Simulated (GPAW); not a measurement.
## SrLi2SnS4 (I-42m): one start, several treatments of the self-energy

How much does the gap of SrLi2SnS4 (I-42m) depend on the approximation to the self-energy?

Main program and level: GPAW 26.7.0; PBE and many-body steps on it, plane waves.

**1. Set-up**

It takes space group I-42m (No. 121, tetragonal). The conventional cell has a = 6.659 Å, b = 6.659 Å, c = 7.918 Å, α = 90.00°, β = 90.00°, γ = 90.00°. Nearest to Li lie 4 S at 2.47 Å. Nearest to Sr lie 8 S at 3.08 to 3.25 Å. Sn has 4 S at 2.37 Å nearest. S has 1 Sn at 2.37 Å and 2 Li at 2.47 Å and 2 Sr at 3.08 to 3.25 Å nearest. Farther neighbours and most contacts between anions are not listed.

As a file:

```cif
data_structure
_symmetry_space_group_name_H-M 'P 1'
_symmetry_Int_Tables_number 1
_cell_length_a 6.1518
_cell_length_b 6.1518
_cell_length_c 6.1518
_cell_angle_alpha 114.466
_cell_angle_beta 114.466
_cell_angle_gamma 99.886
_cell_volume 175.55
loop_
_atom_site_label
_atom_site_type_symbol
_atom_site_fract_x
_atom_site_fract_y
_atom_site_fract_z
_atom_site_occupancy
Li1 Li 0.25000 0.75000 0.50000 1
Li2 Li 0.75000 0.25000 0.50000 1
Sr3 Sr 0.50000 0.50000 0.00000 1
Sn4 Sn 0.00000 0.00000 0.00000 1
S5 S 0.03526 0.03526 0.41320 1
S6 S 0.96474 0.37794 0.00000 1
S7 S 0.62206 0.62206 0.58680 1
S8 S 0.37794 0.96474 0.00000 1
```

The cell and positions come from the Crystallography Open Database and are kept as given unless a step says otherwise.

**2. Empty states on the mesh, 2×2×2 mesh, 408 bands**

This step: GPAW 26.7.0; DFT, PBE, plane waves, PAW.

The sums over transitions need many empty states on a uniform mesh; this step solves for them.

The input, run.py:

```python
import json
import numpy as np
from gpaw.mpi import world
from gpaw import GPAW

calc = GPAW('gs.gpw').fixed_density(kpts={'size': (2, 2, 2), 'gamma': True},
    nbands=476,
    convergence={'bands': 408},
    txt='nscf.txt')
calc.write('full.gpw', mode='all')
res = {}
kpts = calc.get_ibz_k_points()
res['kpts'] = kpts
res['eigenvalues'] = [calc.get_eigenvalues(kpt=k) for k in range(len(kpts))]
res['n_electrons'] = calc.get_number_of_electrons()

if world.rank == 0:
    with open('result.json', 'w') as f:
        json.dump(res, f, default=lambda x: x.tolist())
```

Run with:

```console
$ mpirun -n 4 gpaw python run.py
```

Numbers of over 12 decimals in the logs are rounded to 6 here.

The log of the run:

```text
Diagonalizing LCAO Hamiltonian
Converting LCAO to pw mode
convergence criteria:
- Maximum integral of absolute [eigenst]ate change: 4e-08 eV^2 / valence electron
maximum number of iterations: 100

SCF iterations
|iter     |     time |      energy | eigst |  dens |
|iter:   1|  |             | +4.59 |       |
|iter:   2|  |             | +3.42 |       |
|iter:   3|  |             | +2.35 |       |
[...]
|iter:  16|  |             | -7.16 |       |
|iter:  17|  |             | -7.35 |       |
|iter:  18|  |             | -7.67c|       |
SCF steps: 18
  __  _  _
 | _ |_)|_||  |
 |__||  | ||/\| - 26.7.0

Input parameters:
  mode=PW(ecut=600.0),
  convergence={'bands': 408},
  gpts=array([35, 35, 35]),
  kpts=MonkhorstPack(size=(2, 2, 2), gamma=True),
  maxiter=100,
  nbands=476,
  occupations=Occupations(name='fermi-dirac', width=0.001, fixmagmom=False),
  parallel={},
  xc=XC(name='PBE')
# Writing to full.gpw (mode='all')
  [... matrices ...]

timing:  # [seconds]
  Total: 0.096  # ━━━━━━━━━━━━━━━━━━━━━━━━━━━━━━━━━━━━━━━━━━━━━━━━━━━━━━━━━━━
```

Run time: 2.9 min. Hardware: 4 MPI ranks of Arm Neoverse V2, shared host; peak memory 1.7 GiB; 11 min of CPU time.

This step gave:

```
gap                                                           : 2.682 eV
k of the valence top                                          : 0.5, 0.5, 0.5
k of the conduction bottom                                    : 0.5, 0.5, 0.5
least direct gap                                              : 2.682 eV
k points computed                                             : 4
lowest point of the top converged band, above the valence top : 88.0679 eV
```

On this mesh the gap is 2.682 eV.

**3. G0W0, Godby-Needs plasmon pole**

Now the one-shot GW correction: screening in the RPA, then the self-energy of the levels asked for.

This step: G0W0 on PBE, plane waves, PAW.

The input, run.py:

```python
import json
import numpy as np
from gpaw.mpi import world
from gpaw.response.g0w0 import G0W0

gw = G0W0('full.gpw',
    filename='gw',
    kpts=[0, 3],
    bands=(23, 27),
    ecut=60,
    nbands=185,
    integrate_gamma='WS',
    ppa=True)
gw.calculate()
res = {mode: {k: v for k, v in r.items() if k != 'sigma_eskwn'}
       for mode, r in gw.all_results.items()}

if world.rank == 0:
    with open('result.json', 'w') as f:
        json.dump(res, f, default=lambda x: x.tolist())
```

Run with:

```console
$ mpirun -n 4 gpaw python run.py
```

The log of the run:

```text
Using integrator: PointIntegrator
FrequencyGridDescriptor(from 0.000+0.000j to 0.000+27.211j eV, 2 points)
Nonperiodic BCs:  [False False False]
Using integrator: PointIntegrator
FrequencyGridDescriptor(from 0.000+0.000j to 0.000+27.211j eV, 2 points)
Nonperiodic BCs:  [False False False]
  ___  _ _ _
 |   || | | |
 | | || | | |
 |__ ||_____|
 |___|

BZ k-points: Symmetries present (total): 8

  [... matrices ...]
8 k-points: 2 x 2 x 2 Monkhorst-Pack grid + [1/4,1/4,1/4]
4 k-points in the irreducible part of the Brillouin zone
       k-points in crystal coordinates                weights
   0:     0.00000000    0.00000000    0.00000000          1/8
   1:     0.50000000    0.00000000    0.50000000          4/8
   2:     0.50000000    0.50000000    0.00000000          2/8
   3:     0.50000000    0.50000000    0.50000000          1/8

Distributing spins, k-points and bands (1 x 2 x 4) over 4 processes
Number of blocks: 1

Quasi particle states:
k-points (IBZ indices): [0, 3]
Band range: (23, 27)
  [... matrices ...]
Computational parameters:
Plane wave cut-off: 60 eV
Number of bands: 185
Coulomb cutoff: None
Broadening: 0.1 eV

fxc modes: GW
Kernel: RPA
Using Godby-Needs plasmon-pole approximation:
  Fitting energy: i*E0, E0 = 1.000 Hartree
Summing all q:

Calculating screened Coulomb potential
No Coulomb truncation
FrequencyGridDescriptor(from 0.000+0.000j to 0.000+27.211j eV, 2 points)
Removing empty qpoint cache files...

Calculating chi0 body with:
    Ground state adapter containing:
    Number of spins: 1
    Number of kpoints: 8
    Number of irreducible kpoints: 4
    Number of completely occupied states: 25
    Number of partially occupied states: 25
    Occupied states memory: 16.355515 M / cpu

    Linear response parametrization:
    q_c: [0.0, 0.0, 0.0]
    Number of frequency points: 2
    Planewave cutoff: 60.0
    Number of bands: 185
    Number of planewaves: 165
    Broadening (eta): 1e-06
    comm.size: 4
    kncomm.size: 4
    blockcomm.size: 1

    Memory estimate of potentially large arrays:
        chi0_wGG: 0.830841 M / cpu
Integrating chi0 body.

Symmetries of q_c:
    Direct symmetries (Uq -> q): 8
    Indirect symmetries (TUq -> q): 8
In total 16 allowed symmetries.

  [... matrices ...]
4 groups of equivalent kpoints. 50.0% reduction.

Integral kind: response function
Integrating chi0 head and wings.

Symmetries of q_c:
    Direct symmetries (Uq -> q): 8
    Indirect symmetries (TUq -> q): 8
In total 16 allowed symmetries.

  [... matrices ...]
4 groups of equivalent kpoints. 50.0% reduction.

Integral kind: response function wings

Calculating chi0 body with:
    Ground state adapter containing:
    Number of spins: 1
    Number of kpoints: 8
    Number of irreducible kpoints: 4
    Number of completely occupied states: 25
    Number of partially occupied states: 25
    Occupied states memory: 16.355515 M / cpu

    Linear response parametrization:
[... the further q-points ...]

Results:
f:      Occupation numbers
eps:     KS-eigenvalues [eV]
vxc:     KS vxc [eV]
exx:     Exact exchange [eV]
sigma:   Self-energies [eV]
dsigma:  Self-energy derivatives
Z:       Renormalization factors
qp:      QP-energies [eV]

k-point 0 (0): (0.000, 0.000, 0.000)                GW
band       f     eps     vxc     exx   sigma  dsigma       Z      qp
                                                                   GW
  23   1.000   3.175 -15.254 -18.151   2.254  -0.271   0.787   2.669
  24   1.000   3.175 -15.254 -18.151   2.254  -0.271   0.787   2.669
  25   0.000   6.245 -13.781  -9.458  -3.215  -0.235   0.810   7.143
  26   0.000   7.500  -9.951  -5.768  -3.371  -0.214   0.824   8.169

k-point 1 (3): (0.500, 0.500, 0.500)                GW
band       f     eps     vxc     exx   sigma  dsigma       Z      qp
                                                                   GW
  23   1.000   3.075 -14.617 -17.722   2.372  -0.275   0.784   2.500
  24   1.000   3.555 -15.047 -18.074   2.352  -0.273   0.786   3.025
  25   0.000   6.237 -12.946  -8.577  -3.135  -0.224   0.817   7.246
  26   0.000   7.712 -11.349  -7.056  -3.434  -0.223   0.818   8.415
```

The job ended after 30 s (4 MPI ranks; peak memory 2 GiB).

This step gave:

- G0W0 gap on the points computed: 4.117 eV
- least direct G0W0 gap on the computed points: 4.221 eV
- Z at the valence top: 0.7855
- Z at the conduction bottom: 0.8099
- starting gap on the mesh: 2.682 eV
- k of the valence top: 0.5, 0.5, 0.5
- k of the conduction bottom: 0, 0, 0

The gap on the mesh goes from 2.68 eV to 4.12 eV, a correction of +1.44 eV.

**4. One-shot HSE06**

This step: one-shot HSE06 levels on PBE orbitals, plane waves, PAW.

The input, run.py:

```python
import json
import numpy as np
from gpaw.mpi import world
from gpaw.hybrids.eigenvalues import non_self_consistent_eigenvalues

dft, vxc, vxc_hyb = non_self_consistent_eigenvalues('full.gpw', 'HSE06', 23, 27, kpt_indices=[0, 3])
res = {'dft': dft[0], 'hybrid': (dft - vxc + vxc_hyb)[0]}
if world.rank == 0:
    with open('hybrid.txt', 'w') as f:
        for k, e0, e1 in zip([0, 3], res['dft'], res['hybrid']):
            print(k, ' '.join(f'{x:9.4f}' for x in e0), '|', ' '.join(f'{x:9.4f}' for x in e1), file=f)

if world.rank == 0:
    with open('result.json', 'w') as f:
        json.dump(res, f, default=lambda x: x.tolist())
```

Run with:

```console
$ mpirun -n 4 gpaw python run.py
```

The log of the run:

```text
IBZ(<points: 4, symmetries: 8>)
Occupied bands: 25
Transforming wave functions from IBZ to BZ: 0.013 seconds
Distributing wave functions and iFFT-ing to real space: 0.062 seconds
Calculating eigenvalues:
  k-points: 2
  Bands: 23-26 (inclusive)
  Seconds: 0.620 (wave-function broadcasting: 0.018 seconds)
HSE06-eigenvalue shifts:
  min: -0.724 eV
  ave: -0.173 eV
  max: 0.381 eV
```

Wall time 3.6 s (4 MPI ranks); peak memory 1 GiB.

Numbers from this step:

| Item | Value |
| --- | --- |
| starting gap on the mesh | 2.682 eV |
| hybrid gap on the mesh | 3.758 eV |
| least direct hybrid gap on the computed points | 3.768 eV |

**5. G0W0, extrapolated in the cutoff**

This step: G0W0 on PBE, plane waves, PAW.

The input, run.py:

```python
import json
import numpy as np
from gpaw.mpi import world
from gpaw.response.g0w0 import G0W0

gw = G0W0('full.gpw',
    filename='gw',
    kpts=[0, 3],
    bands=(23, 27),
    ecut=100.0,
    integrate_gamma='WS',
    ppa=True,
    ecut_extrapolation=True)
gw.calculate()
res = {mode: {k: v for k, v in r.items() if k != 'sigma_eskwn'}
       for mode, r in gw.all_results.items()}

if world.rank == 0:
    with open('result.json', 'w') as f:
        json.dump(res, f, default=lambda x: x.tolist())
```

Run with:

```console
$ mpirun -n 4 gpaw python run.py
```

The log of the run:

```text
Using integrator: PointIntegrator
FrequencyGridDescriptor(from 0.000+0.000j to 0.000+27.211j eV, 2 points)
Nonperiodic BCs:  [False False False]
Using integrator: PointIntegrator
FrequencyGridDescriptor(from 0.000+0.000j to 0.000+27.211j eV, 2 points)
Nonperiodic BCs:  [False False False]
  ___  _ _ _
 |   || | | |
 | | || | | |
 |__ ||_____|
 |___|

BZ k-points: Symmetries present (total): 8

  [... matrices ...]
8 k-points: 2 x 2 x 2 Monkhorst-Pack grid + [1/4,1/4,1/4]
4 k-points in the irreducible part of the Brillouin zone
       k-points in crystal coordinates                weights
   0:     0.00000000    0.00000000    0.00000000          1/8
   1:     0.50000000    0.00000000    0.50000000          4/8
   2:     0.50000000    0.50000000    0.00000000          2/8
   3:     0.50000000    0.50000000    0.50000000          1/8

Distributing spins, k-points and bands (1 x 2 x 4) over 4 processes
Number of blocks: 1

Quasi particle states:
k-points (IBZ indices): [0, 3]
Band range: (23, 27)
  [... matrices ...]
Computational parameters:
Extrapolating to infinite plane wave cut-off using points at:
  86.177 eV
  92.448 eV
  100.000 eV
Number of bands: 398
Coulomb cutoff: None
Broadening: 0.1 eV

fxc modes: GW
Kernel: RPA
Using Godby-Needs plasmon-pole approximation:
  Fitting energy: i*E0, E0 = 1.000 Hartree
Summing all q:

Calculating screened Coulomb potential
No Coulomb truncation
FrequencyGridDescriptor(from 0.000+0.000j to 0.000+27.211j eV, 2 points)
Removing empty qpoint cache files...

Calculating chi0 body with:
    Ground state adapter containing:
    Number of spins: 1
    Number of kpoints: 8
    Number of irreducible kpoints: 4
    Number of completely occupied states: 25
    Number of partially occupied states: 25
[...]
kncomm.size: 4
    blockcomm.size: 1

    Memory estimate of potentially large arrays:
        chi0_wGG: 4.761505 M / cpu
Integrating chi0 body.

Symmetries of q_c:
    Direct symmetries (Uq -> q): 8
    Indirect symmetries (TUq -> q): 8
In total 16 allowed symmetries.

  [... matrices ...]
4 groups of equivalent kpoints. 50.0% reduction.

Integral kind: response function
Integrating chi0 head and wings.

Symmetries of q_c:
    Direct symmetries (Uq -> q): 8
    Indirect symmetries (TUq -> q): 8
In total 16 allowed symmetries.

  [... matrices ...]
4 groups of equivalent kpoints. 50.0% reduction.

Integral kind: response function wings

Calculating chi0 body with:
    Ground state adapter containing:
    Number of spins: 1
    Number of kpoints: 8
    Number of irreducible kpoints: 4
    Number of completely occupied states: 25
    Number of partially occupied states: 25
    Occupied states memory: 16.355515 M / cpu

    Linear response parametrization:
[... the further q-points ...]
Extrapolating selfenergy to infinite energy cutoff:
  Performing linear fit to 3 points
  Minimum R^2 = 0.9947. (R^2 Should be close to 1)
  [... matrices ...]
Results:
f:      Occupation numbers
eps:     KS-eigenvalues [eV]
vxc:     KS vxc [eV]
exx:     Exact exchange [eV]
sigma:   Self-energies [eV]
dsigma:  Self-energy derivatives
Z:       Renormalization factors
qp:      QP-energies [eV]

k-point 0 (0): (0.000, 0.000, 0.000)                GW
band       f     eps     vxc     exx   sigma  dsigma       Z      qp
                                                                   GW
  23   1.000   3.175 -15.254 -18.151   1.494  -0.286   0.777   2.085
  24   1.000   3.175 -15.254 -18.151   1.494  -0.286   0.777   2.085
  25   0.000   6.245 -13.781  -9.458  -3.825  -0.245   0.803   6.645
[...]
k-point 1 (3): (0.500, 0.500, 0.500)                GW
band       f     eps     vxc     exx   sigma  dsigma       Z      qp
                                                                   GW
[...]
25   0.000   6.237 -12.946  -8.577  -3.706  -0.232   0.812   6.776
  26   0.000   7.712 -11.349  -7.056  -3.906  -0.230   0.813   8.027
```

Elapsed: 3.1 min, on 4 MPI ranks; peak memory 3.1 GiB.

This step gave:

| Property | Result |
| --- | --- |
| quasiparticle gap on the points computed | 4.218 eV |
| least direct quasiparticle gap on the computed points | 4.349 eV |
| Z at the valence top | 0.7762 |
| Z at the conduction bottom | 0.8029 |
| starting gap on the mesh | 2.682 eV |
| k of the valence top | 0.5, 0.5, 0.5 |
| k of the conduction bottom | 0, 0, 0 |
| gaps at the cutoffs of the extrapolation | 4.160, 4.167, 4.172 eV |

Against G0W0 in GPAW (2×2×2 mesh, 185 bands, screening to 60 eV, Godby-Needs plasmon pole), the gap moves by +0.100 eV.

**6. One-shot Hartree-Fock**

This step: one-shot Hartree-Fock levels on PBE orbitals, plane waves, PAW.

The input, run.py:

```python
import json
import numpy as np
from gpaw.mpi import world
from gpaw.hybrids.eigenvalues import non_self_consistent_eigenvalues

dft, vxc, vxc_hyb = non_self_consistent_eigenvalues('full.gpw', 'EXX', 23, 27, kpt_indices=[0, 3])
res = {'dft': dft[0], 'hybrid': (dft - vxc + vxc_hyb)[0]}
if world.rank == 0:
    with open('hybrid.txt', 'w') as f:
        for k, e0, e1 in zip([0, 3], res['dft'], res['hybrid']):
            print(k, ' '.join(f'{x:9.4f}' for x in e0), '|', ' '.join(f'{x:9.4f}' for x in e1), file=f)

if world.rank == 0:
    with open('result.json', 'w') as f:
        json.dump(res, f, default=lambda x: x.tolist())
```

Run with:

```console
$ mpirun -n 4 gpaw python run.py
```

The log of the run:

```text
IBZ(<points: 4, symmetries: 8>)
Occupied bands: 25
Transforming wave functions from IBZ to BZ: 0.014 seconds
Distributing wave functions and iFFT-ing to real space: 0.062 seconds
Calculating eigenvalues:
  k-points: 2
  Bands: 23-26 (inclusive)
  Seconds: 0.707 (wave-function broadcasting: 0.018 seconds)
HSE06-eigenvalue shifts:
  min: -3.105 eV
  ave: 0.655 eV
  max: 4.369 eV
```

Elapsed: 3.2 s, on 4 MPI ranks; peak memory 1 GiB; 12 s of CPU time.

Numbers from this step:

```
starting gap on the mesh                       : 2.682 eV
hybrid gap on the mesh                         : 10.04 eV
least direct hybrid gap on the computed points : 10.08 eV
```

**7. G0W0, full frequency, Hilbert transform**

This step: G0W0 on PBE, plane waves, PAW.

The input, run.py:

```python
import json
import numpy as np
from gpaw.mpi import world
from gpaw.response.g0w0 import G0W0

gw = G0W0('full.gpw',
    filename='gw',
    kpts=[0, 3],
    bands=(23, 27),
    ecut=60,
    nbands=185,
    integrate_gamma='WS',
    frequencies={'type': 'nonlinear', 'domega0': 0.1, 'omega2': 15.0},
    eta=0.1,
    nblocksmax=True)
gw.calculate()
res = {mode: {k: v for k, v in r.items() if k != 'sigma_eskwn'}
       for mode, r in gw.all_results.items()}

if world.rank == 0:
    with open('result.json', 'w') as f:
        json.dump(res, f, default=lambda x: x.tolist())
```

Run with:

```console
$ mpirun -n 4 gpaw python run.py
```

The log of the run:

```text
Using integrator: PointIntegrator
NonLinearFrequencyDescriptor(from 0.000 to 83.953 eV, 254 points)
Nonperiodic BCs:  [False False False]
Using integrator: PointIntegrator
NonLinearFrequencyDescriptor(from 0.000 to 83.953 eV, 254 points)
Nonperiodic BCs:  [False False False]
  ___  _ _ _
 |   || | | |
 | | || | | |
 |__ ||_____|
 |___|

BZ k-points: Symmetries present (total): 8

  [... matrices ...]
8 k-points: 2 x 2 x 2 Monkhorst-Pack grid + [1/4,1/4,1/4]
4 k-points in the irreducible part of the Brillouin zone
       k-points in crystal coordinates                weights
[...]
GW
  23   1.000   3.175 -15.254 -18.151   2.248  -0.309   0.764   2.679
  24   1.000   3.175 -15.254 -18.151   2.248  -0.309   0.764   2.679
  25   0.000   6.245 -13.781  -9.458  -3.188  -0.279   0.782   7.133
[...]
k-point 1 (3): (0.500, 0.500, 0.500)                GW
band       f     eps     vxc     exx   sigma  dsigma       Z      qp
                                                                   GW
[...]
25   0.000   6.237 -12.946  -8.577  -3.099  -0.261   0.793   7.244
  26   0.000   7.712 -11.349  -7.056  -3.396  -0.256   0.796   8.427
```

Elapsed: 62 s, on 4 MPI ranks; peak memory 2.1 GiB; 4.1 min of CPU time.

Numbers from this step:

| Quantity | Value |
| --- | --- |
| G0W0 gap on the points computed | 4.098 eV |
| least direct G0W0 gap on the computed points | 4.210 eV |
| starting gap on the mesh | 2.682 eV |
| k of the valence top | 0.5, 0.5, 0.5 |
| k of the conduction bottom | 0, 0, 0 |

Against G0W0 in GPAW (2×2×2 mesh, 185 bands, screening to 60 eV, Godby-Needs plasmon pole), the gap moves by −0.019 eV.

**8. Side by side**

Times are wall times on 4 MPI ranks of Arm Neoverse V2, shared host, good to a factor of about two.

| run | mesh | bands | screening cutoff (eV) | DFT gap (eV) | gap on the mesh (eV) | direct (eV) | time |
| --- | --- | --- | --- | --- | --- | --- | --- |
| G0W0, Godby-Needs plasmon pole | 2×2×2 | 185 | 60 | 2.682 | 4.117 | 4.221 | 30 s |
| one-shot HSE06 | 2×2×2 | - | - | 2.682 | 3.758 | 3.768 | 3.6 s |
| G0W0, extrapolated in the cutoff | 2×2×2 | - | 100 | 2.682 | 4.218 | 4.349 | 3.1 min |
| one-shot Hartree-Fock | 2×2×2 | - | - | 2.682 | 10.040 | 10.078 | 3.2 s |
| G0W0, full frequency, Hilbert transform | 2×2×2 | 185 | 60 | 2.682 | 4.098 | 4.210 | 62 s |

**9. Outcome**

| Item | Value |
| --- | --- |
| G0W0, Godby-Needs plasmon pole | 4.117 eV |
| one-shot HSE06 | 3.758 eV |
| G0W0, extrapolated in the cutoff | 4.218 eV |
| one-shot Hartree-Fock | 10.040 eV |
| G0W0, full frequency, Hilbert transform | 4.098 eV |
| known limits | not at the basis limit; no spin-orbit coupling; coarse k mesh |

What this shows: One-shot HSE06: −0.359 eV against G0W0, Godby-Needs plasmon pole. G0W0, extrapolated in the cutoff: +0.100 eV against G0W0, Godby-Needs plasmon pole, at other bands or cutoff, so not like for like. One-shot Hartree-Fock: +5.922 eV against G0W0, Godby-Needs plasmon pole. G0W0, full frequency, Hilbert transform: −0.019 eV against G0W0, Godby-Needs plasmon pole. Bare exchange alone opens the gap to 10.04 eV; against G0W0, correlation takes back 5.92 eV. One-shot hybrid levels are evaluated on the PBE orbitals. Bands and cutoff are finite, so the gap is not at the basis limit. The miss can reach some tenths of an eV and take either sign; the mesh is an error of its own. These stock PAW sets were not made for GW. In the G0W0 runs levels were corrected at 2 k points alone, so a gap called «on the mesh» is the least over those, and an edge elsewhere would be missed. The 2×2×2 mesh is coarse for this cell, which bears on the long-range parts of exchange and screening. The many-body steps are scalar-relativistic: spin-orbit coupling is not in them.

[Paths, hosts, dates, memory and timing lines, banners, echoed tables and standing remarks are left out of the program output.]

[Logs are printed without paths, hosts, clocks, repeated set-up lines and the standing remarks that a program may print on its own settings, such as how far it seeks lower states.]

[Runs of the session that timed out or met a known fault of the program may be left out.]

[Hosts, paths, dates, database ids (printed as entryN), source tags and the programs' standing remarks are cut or masked in the printed files.]
